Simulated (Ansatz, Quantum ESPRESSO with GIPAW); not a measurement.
## K3YF6: from the crystal structure to its NMR spectrum

The task is to compute NMR shifts of K3YF6 site by site and to simulate its spectra.

Method: DFT, PBEsol, plane-wave PAW (pslibrary 1.0.0 recipes), scalar-relativistic, GIPAW; a patched development version of the program, in Quantum ESPRESSO with GIPAW 8.0dev (patched build).

## (1) The structure

Symmetry: Fm-3m, No. 225, cubic system. Conventional cell: a = 9.436 Å, b = 9.436 Å, c = 9.436 Å, α = 90.00°, β = 90.00°, γ = 90.00°. Nearest to Y lie 6 F at 2.16 Å. Nearest to K lie 6 F at 2.56 Å. Nearest to K lie 12 F at 3.34 Å. F has 1 Y at 2.16 Å and 1 K at 2.56 Å nearest. Farther neighbours and most contacts between anions are not listed.

As a file:

```cif
data_structure
_symmetry_space_group_name_H-M 'P 1'
_symmetry_Int_Tables_number 1
_cell_length_a 6.6724
_cell_length_b 6.6724
_cell_length_c 6.6724
_cell_angle_alpha 60.000
_cell_angle_beta 60.000
_cell_angle_gamma 60.000
_cell_volume 210.05
loop_
_atom_site_label
_atom_site_type_symbol
_atom_site_fract_x
_atom_site_fract_y
_atom_site_fract_z
_atom_site_occupancy
Y1 Y 0.00000 0.00000 0.00000 1
K2 K 0.50000 0.50000 0.50000 1
K3 K 0.25000 0.25000 0.25000 1
K4 K 0.75000 0.75000 0.75000 1
F5 F 0.77083 0.77083 0.22917 1
F6 F 0.77083 0.22917 0.77083 1
F7 F 0.22917 0.77083 0.22917 1
F8 F 0.22917 0.77083 0.77083 1
F9 F 0.22917 0.22917 0.77083 1
F10 F 0.77083 0.22917 0.22917 1
```

The cell is a computed entry of the Materials Project; it need not be the form that is stable at ambient conditions.

This structure had its atoms relaxed beforehand (DFT, PBEsol, plane-wave PAW, default files (PAW set soft_2), scalar-relativistic, Ansatz), starting from the database entry, since shieldings follow bond lengths closely.

## (2) The SCF step

GIPAW is a response on top of the ground state, so the wavefunctions come first. Their errors pass straight into the induced current, hence the tight threshold. No empty states are asked for: the response is solved without them. The mesh has a spacing of 0.39 Å⁻¹ at most. The PAW files were made with ld1.x from the pslibrary 1.0.0 recipes, with GIPAW reconstruction switched on (the recipe of F slightly mended, as the packaged one fails to give a sound file).

Input file scf.in:

```
&control
  calculation = 'scf'
  prefix = 'x'
  outdir = './tmp/'
  pseudo_dir = './'
/
&system
  ibrav = 0
  nat = 10
  ntyp = 3
  ecutwfc = 55
  ecutrho = 330
  nbnd = 40
/
&electrons
  conv_thr = 1.0d-10
  mixing_beta = 0.7
  electron_maxstep = 100
/
ATOMIC_SPECIES
  Y 88.906 Y.pbesol-spn-kjpaw_psl.1.0.0-gipaw.UPF
  K 39.098 K.pbesol-spn-kjpaw_psl.1.0.0-gipaw.UPF
  F 18.998 F.pbesol-n-kjpaw_psl.1.0.0-gipaw.UPF
CELL_PARAMETERS angstrom
  0.00000000 4.71810500 4.71810500
  4.71810500 0.00000000 4.71810500
  4.71810500 4.71810500 0.00000000
ATOMIC_POSITIONS crystal
  Y 0.00000000 -0.00000000 -0.00000000
  K 0.50000000 0.50000000 0.50000000
  K 0.25000000 0.25000000 0.25000000
  K 0.75000000 0.75000000 0.75000000
  F 0.77082753 0.77082753 0.22917247
  F 0.77082753 0.22917247 0.77082753
  F 0.22917247 0.77082753 0.22917247
  F 0.22917247 0.77082753 0.77082753
  F 0.22917247 0.22917247 0.77082753
  F 0.77082753 0.22917247 0.22917247
K_POINTS automatic
  3 3 3 0 0 0
```

Started as:

```
> mpirun -np 4 pw.x -nk 4 -in scf.in > scf.out
```

What it wrote:

```text
using ibrav=0 with symmetry is DISCOURAGED, use correct ibrav instead

     bravais-lattice index     =            0
     lattice parameter (alat)  =      12.6090  a.u.
     unit-cell volume          =    1417.5207 (a.u.)^3
     number of atoms/cell      =           10
     number of atomic types    =            3
     number of electrons       =        80.00
     number of Kohn-Sham states=           40
     kinetic-energy cutoff     =      55.0000  Ry
     charge density cutoff     =     330.0000  Ry
     scf convergence threshold =      1.0E-10
     mixing beta               =       0.7000
     number of iterations used =            8  plain     mixing
     Exchange-correlation= SLA-PW-PSX-PSC
                           (   1   4  10   8   0   0   0)
[...]
Y                11.00    88.90600     Y ( 1.00)
     K                 9.00    39.09800     K ( 1.00)
     F                 7.00    18.99800     F ( 1.00)

     48 Sym. Ops., with inversion, found
[...]
number of k points=     4
[...]
Dense  grid:   143471 G-vectors     FFT dimensions: (  75,  75,  75)

     Smooth grid:    78223 G-vectors     FFT dimensions: (  60,  60,  60)

     Check: negative core charge=   -0.000002

     Initial potential from superposition of free atoms

     starting charge      79.9405, renormalised to      80.0000
     Starting wfcs are   61 randomized atomic wfcs

     Self-consistent Calculation

     iteration #  1     ecut=    55.00 Ry     beta= 0.70
     Davidson diagonalization with overlap
     ethr =  1.00E-02,  avg # of iterations =  1.0

     total energy              =    -966.07399684 Ry
     estimated scf accuracy    <       1.45261792 Ry

     iteration #  2     ecut=    55.00 Ry     beta= 0.70
     Davidson diagonalization with overlap
     ethr =  1.82E-03,  avg # of iterations =  4.0

     total energy              =    -966.32195633 Ry
     estimated scf accuracy    <       2.21782384 Ry

     iteration #  3     ecut=    55.00 Ry     beta= 0.70
     Davidson diagonalization with overlap
     ethr =  1.82E-03,  avg # of iterations =  3.2

     total energy              =    -966.76468339 Ry
     estimated scf accuracy    <       0.01052631 Ry

[...]
total energy              =    -966.77088904 Ry
[...]
iteration # 11     ecut=    55.00 Ry     beta= 0.70
     Davidson diagonalization with overlap
     ethr =  1.32E-11,  avg # of iterations =  4.0

     total energy              =    -966.77088905 Ry
     estimated scf accuracy    <          2.1E-10 Ry

     iteration # 12     ecut=    55.00 Ry     beta= 0.70
     Davidson diagonalization with overlap
     ethr =  2.61E-13,  avg # of iterations =  4.0

     End of self-consistent calculation
     [one-electron energies left out]

!    total energy              =    -966.77088905 Ry
     total all-electron energy =    -11571.344388 Ry
     estimated scf accuracy    <          2.0E-11 Ry

     The total energy is the sum of the following terms:
     one-electron contribution =    -286.11164704 Ry
     hartree contribution      =     181.18516688 Ry
     xc contribution           =    -108.19723029 Ry
     ewald contribution        =    -330.53641515 Ry
     one-center paw contrib.   =    -423.11076343 Ry

     convergence has been achieved in  12 iterations
[...]
JOB DONE.
```

Wall time 21 s (4 MPI ranks of Intel Xeon 6975P-C (Granite Rapids), shared host); peak memory 1.2 GiB; 83 s of CPU time.

It converged in 12 cycles to an estimated accuracy of 2e-11 Ry, on 4 irreducible k-points.

## (3) Magnetic response

The job finds the current that a weak uniform field induces (applied as a long wave, q_gipaw) and the field that this current makes at each nucleus. On atoms with p or d valence electrons much of the paramagnetic part arises close to the nucleus, where the PAW partial waves rebuild the true states. pawproj makes the reconstruction use the PAW data sets' own projectors.

Input file nmr.in:

```
&inputgipaw
  job = 'nmr'
  prefix = 'x'
  tmp_dir = './tmp/'
  restart_mode = 'from_scratch'
  verbosity = 'low'
  q_gipaw = 0.01
  spline_ps = .true.
  conv_threshold = 1.0d-14
  use_nmr_macroscopic_shape = .false.
  pawproj(1) = .true.
  pawproj(2) = .true.
  pawproj(3) = .true.
/
```

Started as:

```
> mpirun -np 4 gipaw.x -in nmr.in > nmr.out
```

What it wrote:

```text
[banner, memory and clock lines left out]
[a note of our patched build left out]

     Parallelizing q-star over 1 images

     IMPORTANT: XC functional enforced from input :
     Exchange-correlation= PBESOL
                           (   1   4  10   8   0   0   0)
     Any further DFT definition will be discarded
     Please, verify this is what you really want

     Check: negative core charge=   -0.000002
[...]
projs nearly linearly dependent: l=0  n1,n2= 1, 2  s=  0.99281050
[...]
projs nearly linearly dependent: l=0  n1,n2= 1, 2  s=  0.99583929
[...]
alpha_pv=     75.2402 eV

     spline_ps is .false., expect some extrapolation errors

     q-space interpolation up to    66.00 Rydberg

     GIPAW job: nmr
     NMR macroscopic correction: no
[...]
Computing the magnetic susceptibility     isolve=0    ethr=  0.1000E-13
     Starting from scratch
     k-point #    1 of     4      pool #  1    cpu time:       1.8
[...]
End of magnetic susceptibility calculation

     f-sum rule (1st term):
           -75.7379         -0.0000         -0.0000
            -0.0000        -75.7379         -0.0000
            -0.0000         -0.0000        -75.7379

     f-sum rule (2nd term):
            -2.4912          0.0000         -0.0000
             0.0000         -2.4912          0.0000
            -0.0000          0.0000         -2.4912

     f-sum rule (should be   -78.2103):
           -78.2290         -0.0000         -0.0000
            -0.0000        -78.2290         -0.0000
            -0.0000         -0.0000        -78.2290

[... susceptibilities left out ...]
     Contributions to the NMR chemical shifts: -------------------------------

     Macroscopic shape contribution in ppm:                    0.00
             0.0000          0.0000          0.0000
             0.0000          0.0000          0.0000
             0.0000          0.0000          0.0000

     Core contribution in ppm:

     Atom  1  Y   pos: (  0.000000  0.000000  0.000000)  core sigma:        3553.05
     Atom  2  K   pos: (  0.707107  0.707107  0.707107)  core sigma:        1192.38
     Atom  3  K   pos: (  0.353553  0.353553  0.353553)  core sigma:        1192.38
     Atom  4  K   pos: (  1.060660  1.060660  1.060660)  core sigma:        1192.38
     Atom  5  F   pos: (  0.707107  0.707107  1.090115)  core sigma:         305.83
     Atom  6  F   pos: (  0.707107  1.090115  0.707107)  core sigma:         305.83
     Atom  7  F   pos: (  0.707107  0.324099  0.707107)  core sigma:         305.83
     Atom  8  F   pos: (  1.090115  0.707107  0.707107)  core sigma:         305.83
     Atom  9  F   pos: (  0.707107  0.707107  0.324099)  core sigma:         305.83
     Atom 10  F   pos: (  0.324099  0.707107  0.707107)  core sigma:         305.83

     Bare contribution in ppm:

     Atom  1  Y   pos: (  0.000000  0.000000  0.000000)  bare sigma:          69.10
[...]
Atom  2  K   pos: (  0.707107  0.707107  0.707107)  bare sigma:         119.84
[...]
Atom  3  K   pos: (  0.353553  0.353553  0.353553)  bare sigma:         131.55
[...]
Atom  4  K   pos: (  1.060660  1.060660  1.060660)  bare sigma:         131.55
[...]
Atom  5  F   pos: (  0.707107  0.707107  1.090115)  bare sigma:          77.41
[...]
Atom  6  F   pos: (  0.707107  1.090115  0.707107)  bare sigma:          77.41
[...]
Atom  7  F   pos: (  0.707107  0.324099  0.707107)  bare sigma:          77.41
[...]
Atom  8  F   pos: (  1.090115  0.707107  0.707107)  bare sigma:          77.41
[...]
Atom  9  F   pos: (  0.707107  0.707107  0.324099)  bare sigma:          77.41
[...]
Atom 10  F   pos: (  0.324099  0.707107  0.707107)  bare sigma:          77.41
[...]
Diamagnetic contribution in ppm:

     Atom  1  Y   pos: (  0.000000  0.000000  0.000000)  dia sigma:         -28.33
[...]
Atom  2  K   pos: (  0.707107  0.707107  0.707107)  dia sigma:          -3.51
[...]
Atom  3  K   pos: (  0.353553  0.353553  0.353553)  dia sigma:          -3.49
[...]
Atom  4  K   pos: (  1.060660  1.060660  1.060660)  dia sigma:          -3.49
[...]
Atom  5  F   pos: (  0.707107  0.707107  1.090115)  dia sigma:          42.99
[...]
Atom  6  F   pos: (  0.707107  1.090115  0.707107)  dia sigma:          42.99
[...]
Atom  7  F   pos: (  0.707107  0.324099  0.707107)  dia sigma:          42.99
[...]
Atom  8  F   pos: (  1.090115  0.707107  0.707107)  dia sigma:          42.99
[...]
Atom  9  F   pos: (  0.707107  0.707107  0.324099)  dia sigma:          42.99
[...]
Atom 10  F   pos: (  0.324099  0.707107  0.707107)  dia sigma:          42.99
[...]
Paramagnetic contribution in ppm:

     Atom  1  Y   pos: (  0.000000  0.000000  0.000000)  para sigma:       -1992.85
[...]
Atom  2  K   pos: (  0.707107  0.707107  0.707107)  para sigma:        -230.16
[...]
Atom  3  K   pos: (  0.353553  0.353553  0.353553)  para sigma:        -153.12
[...]
Atom  4  K   pos: (  1.060660  1.060660  1.060660)  para sigma:        -153.12
[...]
Atom  5  F   pos: (  0.707107  0.707107  1.090115)  para sigma:         109.13
[...]
Atom  6  F   pos: (  0.707107  1.090115  0.707107)  para sigma:         109.13
[...]
Atom  7  F   pos: (  0.707107  0.324099  0.707107)  para sigma:         109.13
[...]
Atom  8  F   pos: (  1.090115  0.707107  0.707107)  para sigma:         109.13
[...]
Atom  9  F   pos: (  0.707107  0.707107  0.324099)  para sigma:         109.13
[...]
Atom 10  F   pos: (  0.324099  0.707107  0.707107)  para sigma:         109.13
[...]
Paramagnetic US occ-occ contribution in ppm:

     Atom  1  Y   pos: (  0.000000  0.000000  0.000000)  para_oo sigma:         -17.24
[...]
Atom  2  K   pos: (  0.707107  0.707107  0.707107)  para_oo sigma:          -2.24
[...]
Atom  3  K   pos: (  0.353553  0.353553  0.353553)  para_oo sigma:          -0.12
[...]
Atom  4  K   pos: (  1.060660  1.060660  1.060660)  para_oo sigma:          -0.12
[...]
Atom  5  F   pos: (  0.707107  0.707107  1.090115)  para_oo sigma:           0.68
[...]
Atom  6  F   pos: (  0.707107  1.090115  0.707107)  para_oo sigma:           0.68
[...]
Atom  7  F   pos: (  0.707107  0.324099  0.707107)  para_oo sigma:           0.68
[...]
Atom  8  F   pos: (  1.090115  0.707107  0.707107)  para_oo sigma:           0.68
[...]
Atom  9  F   pos: (  0.707107  0.707107  0.324099)  para_oo sigma:           0.68
[...]
Atom 10  F   pos: (  0.324099  0.707107  0.707107)  para_oo sigma:           0.68
[...]
Paramagnetic US L_R Q_R contribution in ppm:

     Atom  1  Y   pos: (  0.000000  0.000000  0.000000)  para_lq sigma:         889.36
[...]
Atom  2  K   pos: (  0.707107  0.707107  0.707107)  para_lq sigma:          99.09
[...]
Atom  3  K   pos: (  0.353553  0.353553  0.353553)  para_lq sigma:         106.09
[...]
Atom  4  K   pos: (  1.060660  1.060660  1.060660)  para_lq sigma:         106.09
[...]
Atom  5  F   pos: (  0.707107  0.707107  1.090115)  para_lq sigma:        -315.01
[...]
Atom  6  F   pos: (  0.707107  1.090115  0.707107)  para_lq sigma:        -315.01
[...]
Atom  7  F   pos: (  0.707107  0.324099  0.707107)  para_lq sigma:        -315.01
[...]
Atom  8  F   pos: (  1.090115  0.707107  0.707107)  para_lq sigma:        -315.01
[...]
Atom  9  F   pos: (  0.707107  0.707107  0.324099)  para_lq sigma:        -315.01
[...]
Atom 10  F   pos: (  0.324099  0.707107  0.707107)  para_lq sigma:        -315.01
[...]
Total NMR chemical shifts in ppm: ---------------------------------------
     (adopting the Simpson convention for anisotropy and asymmetry)-----------

     Atom  1  Y   pos: (  0.000000  0.000000  0.000000)  Total sigma:        2473.10
          2473.0982          0.0000          0.0000
            -0.0000       2473.0982          0.0000
             0.0000          0.0000       2473.0982

     Y       1    anisotropy:     -0.00    eta:    0.0000
[...]
Atom  2  K   pos: (  0.707107  0.707107  0.707107)  Total sigma:        1175.41
          1175.4113         -0.0000         -0.0000
            -0.0000       1175.4113         -0.0000
             0.0000         -0.0000       1175.4113

     K       2    anisotropy:      0.00    eta:    0.0000
[...]
Atom  3  K   pos: (  0.353553  0.353553  0.353553)  Total sigma:        1273.28
          1273.2819          0.0000         -0.0000
             0.0000       1273.2819         -0.0000
             0.0000         -0.0000       1273.2819

     K       3    anisotropy:     -0.00    eta:    0.0000
[...]
Atom  4  K   pos: (  1.060660  1.060660  1.060660)  Total sigma:        1273.28
[... its tensor is left out ...]
     Atom  5  F   pos: (  0.707107  0.707107  1.090115)  Total sigma:         221.01
           135.3354         -0.0000          0.0000
            -0.0000        135.3354          0.0000
             0.0000          0.0000        392.3677

     F       5    anisotropy:    257.03    eta:    0.0000
[...]
Atom  6  F   pos: (  0.707107  1.090115  0.707107)  Total sigma:         221.01
[... its tensor is left out ...]
     Atom  7  F   pos: (  0.707107  0.324099  0.707107)  Total sigma:         221.01
[... its tensor is left out ...]
     Atom  8  F   pos: (  1.090115  0.707107  0.707107)  Total sigma:         221.01
[... its tensor is left out ...]
     Atom  9  F   pos: (  0.707107  0.707107  0.324099)  Total sigma:         221.01
[... its tensor is left out ...]
     Atom 10  F   pos: (  0.324099  0.707107  0.707107)  Total sigma:         221.01
[... its tensor is left out ...]
```

Run time: 2.2 min. Hardware: 4 MPI ranks; peak memory 0.66 GiB.

The f-sum rule is met to 0.019 of 78.2 (0.02 %). Converged shieldings require that this miss be small, but a small miss does not prove them.

From the symmetric part of each tensor, with principal values σ11 ≤ σ22 ≤ σ33: σ_iso is their mean, the span is σ33 − σ11 and the skew 3(σ_iso − σ22)/span. (gipaw.x prints an anisotropy in another convention.)

```
site  atom no.  atoms in cell  σ_iso (ppm)  span (ppm)  skew
   Y         1              1       2473.1         0.0     -
K(1)         2              1       1175.4         0.0     -
K(2)         3              2       1273.3         0.0     -
   F         5              6        221.0       257.0  1.00
```

The macroscopic shape term is switched off. For a spherical sample the valence susceptibility of this run would add about 7 ppm to every site, a rough estimate, since the susceptibility converges slowly and lacks part of the PAW terms. Differences within the crystal don't depend on it, but shieldings of different compounds can't be compared to better than a few ppm without it.

Y, K(1) and K(2) sit on cubic site symmetry, where the tensor must be isotropic. An axis of order three or more runs through F, so two principal values coincide and the skew is ±1. In this run the largest span is that of F (site symmetry 4mm), with principal values 135.3, 135.3 and 392.4 ppm.

The quadrupolar nuclei (39K) sit on sites where the field gradient vanishes by symmetry, so they have no quadrupolar coupling.

## (4) Sites, surroundings and shifts

Spectra are read against a reference compound, and shifts rise as shieldings fall. A slope other than one corrects for the functional's tendency to overstate or understate differences of shielding.

Shifts follow from reference lines fitted to measured solids with this functional and these files. 19F: δ = (92.8 − σ) / 1.248, zero at CFCl3, fitted to 11 measured values, from BaF2, BaLiF3, CdF2, InF3, KF, LiF, MgF2, NaF and YF3 and others, with a scatter of 7.9 ppm r.m.s. (this compound left out) (CaF2, LaF3 and ScF3 fall off this line, as semilocal functionals put their cations' empty d or f shells too low, and are left out), on σ without the shape term. Kinds of site that fitted badly were split off after the misses were seen, so the scatter is that of the points kept.

Covalently bonded atoms count as neighbours within 1.18 times the sum of their radii. Otherwise a cation's neighbours lie within 1.2 times its shortest bond (1.3 for large cations, each anion's radius taken off where they differ), and an anion's are the cations that count it.

```
site  atom no.  atoms in cell  surroundings     bonds (Å)  δ_iso (ppm)
   Y         1              1           YF6         2.163            -
K(1)         2              1           KF6         2.556            -
K(2)         3              2          KF12         3.342            -
   F         5              6  bound to YK5  2.16 to 3.34       -102.7
```

By surroundings the K shieldings are 6-coordinate: 1175.4; 12-coordinate: 1273.3 ppm.

Simulated spectrum: 19F MAS at 30 kHz, 9.4 T (376.7 MHz), lines broadened by 2 ppm; rigid lattice, with dipolar and J couplings left out. Its lines over 1.5 % of the strongest:

```
δ (ppm)  area
   56.5  0.02
  -23.1  0.29
 -102.7  1.00
 -182.4  0.17
 -262.0  0.07
```

Spinning sidebands lie 79.6 ppm apart.

## (5) Summary of results

| Property | Result |
| --- | --- |
| 19F shift | -102.7 ppm |
| 89Y shielding without shape term | 2473.1 ppm |
| 39K shielding without shape term | 1175.4, 1273.3 ppm |

What this shows: 19F has one site (bound to YK5), with isotropic shift -102.7 ppm. No sound run at another cutoff or mesh is at hand, so convergence rests on the f-sum rule and on experience with these files. The scalar-relativistic files are used with non-relativistic response operators, which weighs most on the heavy atoms' own shieldings. This build of gipaw.x prints that it is not audited and that its numbers are no references by themselves. It also reports spline_ps as false although the input sets it; why was not traced.

[Banner, clock, file and message-heading lines were taken out of the pw.x and gipaw.x logs.]

[Logs are printed without paths, hosts, clocks, repeated set-up lines and the standing remarks that a program may print on its own settings, such as how far it seeks lower states.]

[Hosts, paths, dates, database ids (printed as entryN), source tags and the programs' standing remarks are cut or masked in the printed files.]

[Where no reference line passes its bar on scatter, no shift is given, so a measured shift of this compound may stand uncompared.]
